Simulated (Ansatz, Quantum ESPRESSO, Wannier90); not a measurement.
# Ballistic channels from Wannier functions: straight Na chain, spacing 3.07 Å, part 5 of 5

Wanted: localised orbitals and the quantum conductance of this wire: straight Na chain, spacing 3.07 Å.

Quantum ESPRESSO 7.5 and Wannier90 3.1.0; plane-wave DFT, LDA, GBRV ultrasoft pseudopotentials; cross-check by Ansatz 0.2.0 with PAW datasets.

So far. Step 2 (Self-consistent run): The run needed 9 iterations to bring the estimated error under 1e-07 Ry. Step 6 (Wannier functions and transport): Bands and channels are those of the Wannier model: bands that were not projected, and all outside the frozen window, are missing or only approximate.

## Step 10: Cross-check with Ansatz

A second code with its own PAW datasets, on the same atoms.

Level of this step: plane-wave DFT, LDA, Ansatz PAW (Ansatz 0.2.0).

System of this step: straight Na chain, spacing 3.07 Å, 2 periods. The cell holds 2 atoms: 2 Na. Its edges and angles: a = 8.000 Å, b = 8.000 Å, c = 6.138 Å, α = 90.0°, β = 90.0°, γ = 90.0°. Vacuum lies along a and b. The structure's axis is c.

input.yaml

```yaml
crystal:
  lattice:
    - [8.0, 0.0, 0.0]
    - [0.0, 8.0, 0.0]
    - [0.0, 0.0, 6.138]
  atoms:
    - { symbol: Na, position: [0.0, 0.0, 0.0] }
    - { symbol: Na, position: [0.0, 0.0, 0.5] }
kpoints:
  mp_grid: { grid: [1, 1, 12] }
hamiltonian:
  xc: lda
scf:
  occupations: { method: fermi_dirac, width: 0.05 }
  convergence: { dr2_threshold: 1.0e-08 }
output:
  transmission:
    leads: [[0, 0]]
    e_range: [-4.0, 2.0]
    de: 0.05
    kmesh: [1, 1]
    reduced_basis: true
```

The run is started by

```sh
ansatz run input.yaml --threads 2 --pin off --max-ram 4096MiB --backend cpu --events-out ev --progress --plain --runs-dir out
```

Numbers of over 12 decimals in the logs are rounded to 6 here.

The log of the run:

```text
Engine: ansatz 0.2.0, aarch64-unknown-linux-gnu
Pseudopotentials: kind: paw
Pseudopotential: Na, paw, valence charge 9, recommended cutoff 420 eV (normal), Na.paw.azcp
Functional definition: SPW92
  exchange = slater_x
  correlation = pw_c
Crystal: 2 atoms, lattice volume = 392.832 Å³
Basis set: ecut = 420 eV, 7693 PW (Γ)
Bands: 13, of which v1, the nominal top of the filled ones, is band 9 counted from 1 (8 counted from 0)
Symmetry: 32 space group operations
Space group: P4/mmm (ITA 123), of the structure as read, at distance tolerance 7.3e-5 Å
k-points: 7 of 12
Non-local potential: Na, projectors of the file, l = 0: 3, l = 1: 2, l = 2: 1
PAW form: soft (Blöchl's): semilocal exchange-correlation on the pseudo side does not see the compensation charge
PAW frozen core: Na, regenerated for the run's functional, and the local potential with it (the file was generated under x = pbe(κ = 0.804, μ = 0.219515), c = pbe(β = 0.066725))
PAW one-centre angular grid: Na, 110 points (default); XC on 64 Gauss nodes
Initial density: superposition of atomic densities (neutral atoms: chi_scale 0, normalization atom), corrected by the library's trained network
Initial wavefunctions: pseudopotential atomic-orbital guess
Functional: x = slater, c = lda
SCF iter   1: F=—  HF=-2931.995592 eV  |F-HF|=—  |Δ(HF+E_count)|=         —  Δρ=2.52e-3  dr2=2.04e-2  ethr=1.77e-3  ⟨swp⟩=5.9  Hψ=502  notcnv=0
preconditioner: auto → LDOS  [insulator: Δε(μ)=0.360 eV  Ē_g=2.846 eV  σ=0.050 eV  W_gap=0.50  n_scr=30 (ndim 8)  ℏωp=2.6 eV  f_vac=0.607  D(μ)=1.69/eV (n_scr^D=4)  ε∞_Penn≈1.9  β→1.0]
SCF iter   2: F=—  HF=-2932.003566 eV  |F-HF|=—  |Δ(HF+E_count)|=   7.97e-3  Δρ=1.95e-3  dr2=7.50e-3  ethr=1.13e-4  ⟨swp⟩=2.9  Hψ=246  notcnv=0
SCF iter   3: F=—  HF=-2931.998867 eV  |F-HF|=—  |Δ(HF+E_count)|=   4.70e-3  Δρ=2.95e-4  dr2=1.24e-3  ethr=4.17e-5  ⟨swp⟩=2.0  Hψ=166  notcnv=0
SCF iter   4: F=—  HF=-2931.998669 eV  |F-HF|=—  |Δ(HF+E_count)|=   1.98e-4  Δρ=3.54e-5  dr2=1.49e-5  ethr=6.87e-6  ⟨swp⟩=2.3  Hψ=111  notcnv=0
SCF iter   5: F=—  HF=-2931.998680 eV  |F-HF|=—  |Δ(HF+E_count)|=   1.02e-5  Δρ=1.23e-5  dr2=2.14e-6  ethr=8.29e-8  ⟨swp⟩=2.0  Hψ=100  notcnv=0
SCF iter   6: F=—  HF=-2931.998697 eV  |F-HF|=—  |Δ(HF+E_count)|=   1.69e-5  Δρ=9.95e-7  dr2=1.27e-8  ethr=1.19e-8  ⟨swp⟩=2.6  Hψ=117  notcnv=0
SCF iter   7: F=-2931.998697 eV  HF=-2931.998697 eV  |F-HF|=2.46e-11  |Δ(HF+E_count)|=   4.46e-9  Δρ=9.65e-8  dr2=8.13e-11  ethr=5.56e-11  ⟨swp⟩=3.3  Hψ=265  notcnv=0
SCF 1 converged in 7 iterations: F = -2931.998697 eV  dr2 = 8.13e-11
  greatest PAW one-centre occupation: 0.999 electrons in one spin orbital (limit 2), on the Na atom at site 1 (counted from 0), in its partial waves of l = 0
transmission: 8 of 48 steps passed
transmission: 16 of 48 steps passed
[...]
transmission: 48 of 48 steps passed
SCF converged after 7 iterations
Free energy (F): -2931.998697 eV
Harris-Foulkes:  -2931.998697 eV  (|F-HF|=2.46e-11)
Internal energy: -2931.986783 eV  (E = F + TS)
E sigma→0 (E₀):  -2931.992740 eV
Entropy (-TS):   -0.011913 eV (-5.957 meV/atom)
Fermi energy:    -2.310953 eV
--- Per-component energies (eV) ---
  E_band       = -559.986320
  E_kinetic    = 239.228567
  E_local      = -4116.226195  (includes V_loc(G=0)·N_el)
  E_nonlocal   = 233.273838
  E_hartree    = 1630.030632
  E_xc         = -73.059025
  E_vxc        = -95.061954  (∫ρ·V_xc dr)
  E_paw        = -489.505567  (= ΣΔE_a)
  E_vpaw       = -81.261522  (= ΣTr[D̂ρ^β])
  E_aug_tail   = -0.000027  (compensation charges beyond the density's cutoff)
  E_ewald      = -356.010785
  E_core_change = 0.281780  (= ΣΔE_core)
  E_smearing   = -0.011913  (= −TS)
  E_closure    = -0.000000  (closes the sum)
  Σ components = -2931.998697   (vs F -2931.998697, Δ=0.00e0)
--- Band table (eV; the first three rows and the last of 7) ---
  k-point 0: bands = [... 5 lower, -27.7392, -27.7392, -27.7067, -3.3261, -0.3751, -0.3751, 0.1816, 0.3137]
  k-point 1: bands = [... 5 lower, -27.7394, -27.7394, -27.7088, -3.2976, -0.3487, -0.3487, -0.1080, 0.3414]
  k-point 2: bands = [... 5 lower, -27.7401, -27.7401, -27.7150, -3.2120, -0.5988, -0.2693, -0.2693, 0.4245]
  k-point 6: bands = [... 5 lower, -27.7461, -27.7461, -27.7461, -2.3112, -2.3112, 0.5775, 0.5775, 0.5775]
--- Transmission ---
  basis      : 561 plane waves across, 8 finite elements along
  points     : 1, standing for a mesh of 1 x 1
  energies   : 121 from -4.000000 to 2.000000 eV about the Fermi level, 0.050000 eV apart; the leads are filled to 0.000000 eV, and channels, transmission and decay are at 0.000000 eV
  crystal 0  : Na2, at the sites [0, 0], period 6.1380 Å: whole cells are its period
    offset         : up to 0.0000 Å between an atom of the period and one for which it stands
    channels       : 1.000000e0 a spin
    conductance    : none, the energies end too early or step too widely for 300 K: set another output.transmission.e_range or a lower de, or, where they end at an eighth of basis.ecutwfc, a higher one
```

It took 18 s on 2 threads of Arm Neoverse V2, shared host; peak memory 0.4 GiB.

Numbers from this step:

```
free energy                                : -2931.9987 eV
energy at zero smearing                    : -2931.9927 eV
smearing term TS                           : 0.01191 eV
Fermi energy                               : -2.311 eV
symmetry operations                        : 32
lead channels at the Fermi level, one spin : 1
```

Per spin. The open channels by energy, zero at the Fermi level:

```
energy (eV)  open channels
     -1.200              0
     -1.000              1
     -0.800              1
     -0.600              1
     -0.400              1
     -0.200              1
      0.000              1
      0.200              1
      0.400              1
      0.600              1
      0.800              1
      1.000              1
      1.200              1
      1.400              1
      1.600              1
      1.800              1
      2.000              3
```

## Step 11: A check by hand

1 channel × 77.48 µS = 77 µS, a two-terminal resistance of 12.906/1 = 12.91 kΩ whatever the wire's length, as long as nothing scatters.

## Step 12: Outcome

* open channels at the Fermi level, per spin: 1
* total spread: 4.28 Å²
* gauge-invariant spread: 4.28 Å²
* largest band misfit in the frozen window: 0.267 eV
* channels at the Fermi level by Ansatz: 1

**Reading.** The wire offers 1 channel per spin at the Fermi level. Between -4 and 1.5 eV the channel count from Wannier functions equals that from Ansatz's layer matching at 100 % of the energies; outside the frozen window the Wannier bands are not held to the plane-wave ones. The interpolated bands miss plane-wave levels by up to 0.27 eV between mesh points, so steps of the conductance can sit that far off. The wire is perfect, so the conductance only counts bands: each channel, with its partner of the other spin, carries G₀ = 2e²/h. It was run without spin polarisation, which was not tested.

[Logs are printed without paths, hosts, clocks, repeated set-up lines and the standing remarks that a program may print on its own settings, such as how far it seeks lower states.]

[Hosts, paths, dates, database ids (printed as entryN), source tags and the programs' standing remarks are cut or masked in the printed files.]

[Maps of the electrostatic potential energy from Ansatz leave out the sawtooth potential of an applied field or a dipole correction, so their vacuum need not be flat; planar profiles and work functions include it.]
